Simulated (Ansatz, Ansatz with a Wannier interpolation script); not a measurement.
# G0W0 band structure of PtS2 (1T monolayer)

G0W0 gives levels on a mesh alone; what do the bands of PtS2 (1T monolayer) look like between the points?

Program: Ansatz 0.2.0. Level of theory: PBEsol, Wannier functions and G0W0, plane waves, PAW. Results are calculated unless marked as measured.

This is a report of a sequence of runs, with most program output left out.

## 1. Set-up

The cell holds 3 atoms: 1 Pt and 2 S. Its edges and angles: a = 3.538 Å, b = 3.538 Å, c = 28.100 Å, α = 90.0°, β = 90.0°, γ = 120.0°. Vacuum lies along c.

The structure was relaxed with PBEsol. The structure was generated from a model, not taken from a measurement. The runs that relaxed it are not among those shown. Spin-orbit coupling is left out unless a step names it. The default PAW set here is soft_2. Its files were made with PBE. The Coulomb interaction is cut off across the vacuum.

## 2. PBEsol bands

Levels along a band path, at the cheap level, show where the edges lie and whether the meshes to come will hold them.

This step: DFT, PBEsol, plane waves, PAW.

input.yaml

```yaml
crystal:
  lattice:
    - [3.5376757143, 0.0, 0.0]
    - [-1.7688378572, 3.063717039, 0.0]
    - [0.0, 0.0, 28.1]
  atoms:
    - { symbol: Pt, position: [0.0, 0.0, 0.5] }
    - { symbol: S, position: [0.3333333333, 0.6666666667, 0.5432417435] }
    - { symbol: S, position: [0.6666666667, 0.3333333333, 0.4567582565] }
  periodic: [true, true, false]
kpoints:
  mp_grid: { grid: [12, 12, 1] }
  band_path:
    path:
      - [0, 0, 0]
      - [0.5, 0, 0]
      - [0.3333333333333, 0.3333333333333, 0]
      - [0, 0, 0]
    npoints: 10
hamiltonian:
  xc: pbesol
scf:
  occupations: { method: fermi_dirac, width: 0.02 }
  n_extra_bands: 149
output:
  eigenvalues: true
  forces: true
  stress: true
  fatbands: true
  write_density: true
  write_potential: true
  elf: true
  volumetric_format: npy
```

Run with:

```bash
$ ansatz run input.yaml --threads 12 --pin off --max-ram 27648MiB --backend cpu --events-out ev --progress --plain --runs-dir out
```

Elapsed: 15 s, on 12 threads of Intel Xeon 6975P-C (Granite Rapids), shared host; peak memory 2.6 GiB; 2.7 min of CPU time.

Numbers from this step:

- filled bands: 15
- gap: 1.782 eV
- valence top at: k = (0.167, 0.167, 0.000)
- conduction bottom at: k = (0.000, 0.250, 0.000)
- least direct gap: 1.937 eV

The gap is indirect, with the least direct gap 0.15 eV higher.

Electronic bands along the path, in eV, zero at the top of the highest nominally filled band:

```csv
point,band 12,band 13,band 14,band 15,band 16,band 17,band 18,band 19
Γ,-0.79,-0.72,-0.29,-0.29,3.32,3.32,5.50,5.69
halfway,-2.10,-0.44,-0.43,-0.15,1.78,2.85,6.16,6.85
M,-2.22,-2.12,-1.75,-1.44,2.91,3.08,5.52,6.62
halfway,-2.37,-2.32,-1.15,-0.79,2.33,2.68,6.26,7.77
K,-2.61,-2.36,-0.75,-0.75,2.18,2.18,6.96,8.99
halfway,-2.16,-0.84,-0.51,0.00,2.10,2.20,6.94,7.04
Γ,-0.79,-0.72,-0.29,-0.29,3.32,3.32,5.50,5.69
```

ELF in the ca plane at fractional y = 0.000, with atoms of Pt within 0.2 Å of it. It is the smooth field of the valence electrons, not physical close to the nuclei.

Ten even steps from '0' (0.00) to '9' (0.69), each cell a mean:
```
00000000000000000001358998642000000000000000
00000000000000000012344775443110000000000000
00000000000000001356764444576542000000000000
00000000000000014689986324799975200000000000
00000000000000024799986324799986310000000000
00000000000000012578885334788763100000000000
00000000000000000134544554454321000000000000
00000000000000000001346897532100000000000000
00000000000000000001369999742000000000000000
```
Columns run along c (16.0 Å, from fractional 0.19 to 0.76 of the cell), rows up along a (3.5 Å). Atoms in or near the plane, at fractional coordinates: Pt at (0.50, 0.00).

Valence density in the ca plane at fractional y = 0.000, with atoms of Pt within 0.2 Å of it. It is the smooth field of the valence electrons, not physical close to the nuclei.

Ten steps, logarithmic in the rise over the least value, from '0' (0 e/Å³) to '9' (11 e/Å³), each cell a mean:
```
00000000000000000001247998631000000000000000
00000000000000000001235776421000000000000000
00000000000000000011233443322100000000000000
00000000000000000012332222332110000000000000
00000000000000000012332222332210000000000000
00000000000000000012233333332100000000000000
00000000000000000001234554321100000000000000
00000000000000000001236887521000000000000000
00000000000000000001248999631000000000000000
```
Columns run along c (16.0 Å, from fractional 0.19 to 0.76 of the cell), rows up along a (3.5 Å). Atoms in or near the plane, at fractional coordinates: Pt at (0.50, 0.00).

## 3. Wannier functions (Pt:5d S:3p) on 24×24×1

Localised functions give a small Hamiltonian that interpolates between mesh points at no cost.

This step: maximally localised Wannier functions, PBEsol, plane waves, PAW.

input.yaml, the sections that differ from step 2:

```yaml
kpoints:
  mp_grid: { grid: [12, 12, 1] }
scf:
  occupations: { method: fixed }
  n_extra_bands: 149
output:
  wannier:
    kmesh: [24, 24, 1]
    projections: [{ species: Pt, l: d, shell: 5 }, { species: S, l: p, shell: 3 }]
    minimise: true
    write_hr: true
    seedname: w
    conv_tol: 1.0e-07
    max_iter: 4000
    disentanglement:
      window: [-13.1, -1.07]
      frozen_window: [-13.1, -4.07]
      conv_tol: 1.0e-08
# crystal, hamiltonian: as in step 2
```

Run time: 46 s. Hardware: 12 threads; peak memory 10 GiB.

Numbers from this step:

- gauge-invariant spread: 16.77 Å²
- diagonal spread: 0.006944 Å²
- off-diagonal spread: 0.8108 Å²
- total spread: 17.59 Å²
- least projectability: 0.5448
- localisation steps: 12
- disentanglement steps: 3
- r.m.s. interpolation error: 4.88e-6 eV
- r.m.s. error near the gap: 5.20e-6 eV

Near the gap the model misses directly solved bands by 0.0 meV r.m.s. and by 0 meV at most in the window tested. This tests the starting bands, not the corrections carried with them.

Wannier functions, by row:

```
function  x (Å)  y (Å)  z (Å)  spread (Å²)  nearest atom  distance (Å)
       1      0      0  14.05        1.045           Pt1             0
       2      0      0  14.05        1.496           Pt1             0
       3      0      0  14.05        1.494           Pt1             0
       4      0      0  14.05        1.174           Pt1             0
       5      0      0  14.05        1.174           Pt1             0
       6      0  2.044  15.36        1.684            S2         0.099
       7      0  2.102  15.16         1.96            S2         0.123
       8      0  1.981  15.16         1.96            S2         0.124
       9  1.769   1.02  12.74        1.684            S3         0.099
      10  1.769  0.962  12.94         1.96            S3         0.123
      11  1.769  1.083  12.94         1.96            S3         0.124
```

Frozen up to 2.28 eV; above it the model need not follow the bands. Electronic bands along the path, in eV, zero at the valence-band top:

| point | band 12 | band 13 | band 14 | band 15 | band 16 | band 17 |
| --- | --- | --- | --- | --- | --- | --- |
| Γ | -0.79 | -0.72 | -0.29 | -0.29 | 3.32 | 3.32 |
| halfway | -2.10 | -0.44 | -0.43 | -0.15 | 1.78 | 2.85 |
| M | -2.22 | -2.12 | -1.75 | -1.44 | 2.91 | 3.08 |
| halfway | -2.37 | -2.32 | -1.15 | -0.79 | 2.33 | 2.68 |
| K | -2.61 | -2.36 | -0.75 | -0.75 | 2.18 | 2.18 |
| halfway | -2.16 | -0.84 | -0.51 | 0.00 | 2.10 | 2.20 |
| Γ | -0.79 | -0.72 | -0.29 | -0.29 | 3.32 | 3.32 |

The same for Kohn-Sham, solved directly:

```
point  band 12  band 13  band 14  band 15  band 16  band 17
    Γ    -0.79    -0.72    -0.29    -0.29     3.32     3.32
    M    -2.22    -2.12    -1.75    -1.44     2.91     3.08
    K    -2.61    -2.36    -0.75    -0.75     2.18     2.18
    Γ    -0.79    -0.72    -0.29    -0.29     3.32     3.32
```

## 4. G0W0 at every point of the mesh: 12×12×1 mesh, 494 empty bands, screening to 80 eV

G0W0 replaces the xc potential by the self-energy, built once from these orbitals. Only a window of levels is corrected, while the sums run over the empty bands that the input names.

This step: G0W0 on PBEsol, plane waves, PAW.

input.yaml, the sections that differ from step 3:

```yaml
scf:
  occupations: { method: fixed }
gw:
  n_empty_bands: 494
  ecut_chi: 80.0
  qp_bands: [v9, c2]
  screening: { model: contour_deformation }
# crystal, kpoints, hamiltonian: as in step 3
# output: removed
```

It took 14 min on 12 threads; peak memory 6.8 GiB; 2.1 h of CPU time.

This step gave:

```
bands summed                                 : 509
plane waves in the screening matrix          : 527
q-points in the mesh                         : 144
G0W0 gap on the mesh                         : 2.848 eV
k of the valence top                         : 0.1667, 0.1667, 0
k of the conduction bottom                   : 0, 0.25, 0
starting gap on the mesh                     : 1.782 eV
Z at the valence top                         : 0.7146
Z at the conduction bottom                   : 0.7338
least direct G0W0 gap on the computed points : 3.019 eV
```

The gap on the mesh goes from 1.78 eV to 2.85 eV, a correction of +1.07 eV. Between the two edge states, bare exchange in place of the xc potential would open the gap by 5.93 eV, and correlation takes back 4.86 eV.

## 5. Interpolating the corrections

A script adds the corrections, carried to the Wannier functions and back, to the PBEsol levels, along the path and on a 26×26×1 mesh.

- G0W0 gap over the zone: 2.826 eV
- starting gap over the zone: 1.768 eV
- least direct G0W0 gap: 2.979 eV
- G0W0 gap on the mesh: 2.848 eV
- valence width, start: 6.603 eV
- valence width, G0W0: 6.535 eV
- gap by a rigid shift: 2.833 eV

Levels solved directly plus the interpolated quasiparticle correction. Limits: finite bands, cutoff and mesh; gap short on this mesh; no spin polarisation; d states lean on the start; no spin-orbit coupling. Quasiparticle bands along the path, in eV, zero at the valence-band top of each set:

```
  point  band 12  band 13  band 14  band 15  band 16
      Γ    -0.78    -0.77    -0.25    -0.25     4.45
halfway    -2.00    -0.42    -0.40    -0.17     2.85
      M    -2.12    -2.09    -1.63    -1.48     4.03
halfway    -2.30    -2.25    -1.16    -0.77     3.43
      K    -2.52    -2.41    -0.73    -0.73     3.29
halfway    -2.07    -0.83    -0.50     0.00     3.18
      Γ    -0.78    -0.77    -0.25    -0.25     4.45
```

The same for PBEsol:

```csv
point,band 12,band 13,band 14,band 15,band 16
Γ,-0.79,-0.72,-0.29,-0.29,3.32
M,-2.22,-2.12,-1.75,-1.44,2.91
K,-2.61,-2.36,-0.75,-0.75,2.18
Γ,-0.79,-0.72,-0.29,-0.29,3.32
```

The density of states has structure finer than the step of the table below, so its rows give means over 0.5 eV, whole bins alone (the curve runs from -8 to 3.3 eV). Peaks (eV: height): G0W0 -5.30: 5.57, -4.70: 3.16, -3.80: 3.88, -2.10: 6.20, -1.30: 3.15, -0.20: 4.76, 3.10: 3.23; PBEsol -5.30: 5.72, -4.70: 3.26, -3.80: 4.72, -2.20: 6.34, -0.20: 4.70, 2.00: 3.29, 2.70: 4.06.

Wannier model on a dense mesh, Gaussian width 0.15 eV. Limits: finite bands, cutoff and mesh; gap short on this mesh; no spin polarisation; d states lean on the start; no spin-orbit coupling. Density of states against energy, zero at the valence-band top of each set; means over each step; values in states/eV/cell:

```
energy (eV)     G0W0   PBEsol
       -7.5        0        0
       -7.0  0.00388   0.0133
       -6.5    0.583    0.691
       -6.0     1.69     1.96
       -5.5     4.31     4.51
       -5.0     3.15     2.72
       -4.5     2.12     2.06
       -4.0     2.82     3.27
       -3.5     3.42     3.32
       -3.0     1.59     1.22
       -2.5     1.38     1.97
       -2.0     4.07     3.60
       -1.5     2.28     2.13
       -1.0     2.67     2.65
       -0.5     3.43     3.44
        0.0     2.47     2.42
        0.5  0.00967  0.00887
        1.0        0        0
        1.5        0    0.132
        2.0        0     2.45
        2.5   0.0521     3.18
        3.0     2.09     2.14
```

Corrections by starting level (eV, on the run's own energy scale, so only their differences matter):

```
start  correction
-6.60       −0.32
-5.67       −0.34
-5.38       −0.38
-5.07       −0.42
-4.34       −0.37
-3.79       −0.32
-3.31       −0.30
-2.37       −0.28
-2.14       −0.32
-1.46       −0.40
-0.84       −0.38
-0.39       −0.37
-0.12       −0.38
-0.03       −0.38
 1.78       +0.67
 2.18       +0.72
 2.68       +0.74
 3.32       +0.72
```

## 6. PBEsol+SOC bands, for comparison

The many-body steps leave out spin-orbit coupling, so its effect is taken from a two-component run, with twice the bands.

This step: DFT, PBEsol with spin-orbit coupling, plane waves, PAW.

input.yaml, the sections that differ from step 4:

```yaml
kpoints:
  mp_grid: { grid: [12, 12, 1] }
  band_path:
    path:
      - [0, 0, 0]
      - [0.5, 0, 0]
      - [0.3333333333333, 0.3333333333333, 0]
      - [0, 0, 0]
    npoints: 10
scf:
  occupations: { method: fermi_dirac, width: 0.02 }
  n_extra_bands: 10
magnetization:
  noncollinear: true
  spin_orbit: true
output:
  eigenvalues: true
  forces: true
  stress: true
# crystal, hamiltonian: as in step 4
# gw: removed
```

Elapsed: 10 s, on 12 threads; peak memory 2.3 GiB; 1.7 min of CPU time.

Numbers from this step:

| Quantity | Value |
| --- | --- |
| filled bands | 30 |
| gap | 1.753 eV |
| valence top at | k = (0.167, 0.167, 0.000) |
| conduction bottom at | k = (0.000, 0.250, 0.000) |
| least direct gap | 1.860 eV |

The gap stands −0.03 eV against PBEsol.

## 7. HSE06 bands, for comparison

This step: DFT, HSE06, plane waves, PAW.

input.yaml: that of step 6 with these lines changed.

```diff
@@ -11,3 +11,3 @@
 kpoints:
-  mp_grid: { grid: [12, 12, 1] }
+  mp_grid: { grid: [6, 6, 1] }
   band_path:
@@ -20,12 +20,7 @@
 hamiltonian:
-  xc: pbesol
+  xc: hse06
 scf:
-  occupations: { method: fermi_dirac, width: 0.02 }
-  n_extra_bands: 10
-magnetization:
-  noncollinear: true
-  spin_orbit: true
+  occupations: { method: fixed }
+  n_extra_bands: 5
 output:
   eigenvalues: true
-  forces: true
-  stress: true
```

Elapsed: 67 s, on 12 threads; peak memory 3.8 GiB.

This step gave:

| Item | Value |
| --- | --- |
| filled bands | 15 |
| gap | 2.674 eV |
| valence top at | k = (0.167, 0.167, 0.000) |
| conduction bottom at | k = (0.250, 0.000, 0.000) |
| least direct gap | 2.834 eV |

The gap stands +0.89 eV against PBEsol.

Electronic bands along the path, in eV, zero at the top of the highest nominally filled band:

```csv
point,band 12,band 13,band 14,band 15,band 16,band 17,band 18,band 19
Γ,-1.10,-0.62,-0.17,-0.17,4.28,4.28,6.37,6.61
halfway,-2.44,-0.56,-0.49,-0.16,2.67,3.83,7.24,7.63
M,-2.78,-2.19,-2.06,-1.48,3.90,4.07,6.74,7.84
halfway,-2.96,-2.70,-1.32,-1.04,3.28,3.68,7.56,8.97
K,-3.30,-2.41,-1.07,-1.07,3.14,3.14,8.33,10.16
halfway,-2.65,-0.89,-0.75,0.00,3.03,3.15,7.83,7.85
Γ,-1.10,-0.62,-0.17,-0.17,4.28,4.28,6.37,6.61
```

## 8. Outcome

| Item | Value |
| --- | --- |
| PBEsol gap | 1.77 eV |
| G0W0 gap over the zone | 2.83 eV, indirect |
| least direct G0W0 gap, in the model | 2.98 eV |
| with the spin-orbit change | 2.80 eV |
| GW settings | 12×12×1 mesh, 494 empty bands, screening to 80 eV |
| known limits | not at the basis limit; no spin polarisation; d states lean on the start; no spin-orbit coupling |

**Reading.** The Wannier model follows the PBEsol bands to under 1 meV r.m.s. near the gap. The G0W0 gap over the zone is 2.83 eV, indirect, from k = (0.176, 0.176, 0.000) to k = (0.233, 0.001, 0.000); on the mesh alone it is 2.85 eV, and a rigid shift of the PBEsol bands would give 2.83 eV. The valence width in the model goes from 6.60 eV to 6.54 eV. PBEsol+SOC gives a gap of 1.75 eV on the same path, a spin-orbit change of −0.03 eV that would bring the G0W0 gap to 2.80 eV. HSE06 gives a gap of 2.67 eV on the same path. Bands and cutoff are finite, so the gap is not at the basis limit. The miss can reach some tenths of an eV and take either sign; the mesh is an error of its own. Above the frozen window of the model the interpolated levels need not meet the computed ones, even at points of the mesh. The runs have no spin polarisation. For a closed low-spin shell that is the natural state; where a d or f shell is open it is a constraint, and the gap is then not the crystal's own. With d states at the gap, one-shot GW leans hard on its start.

[Paths, hosts, dates, memory and timing lines, banners, echoed tables and standing remarks are left out of the program output.]

[Logs are printed without paths, hosts, clocks, repeated set-up lines and the standing remarks that a program may print on its own settings, such as how far it seeks lower states.]

[Runs of the session that timed out or met a known fault of the program may be left out.]

[Hosts, paths, dates, database ids (printed as entryN), source tags and the programs' standing remarks are cut or masked in the printed files.]
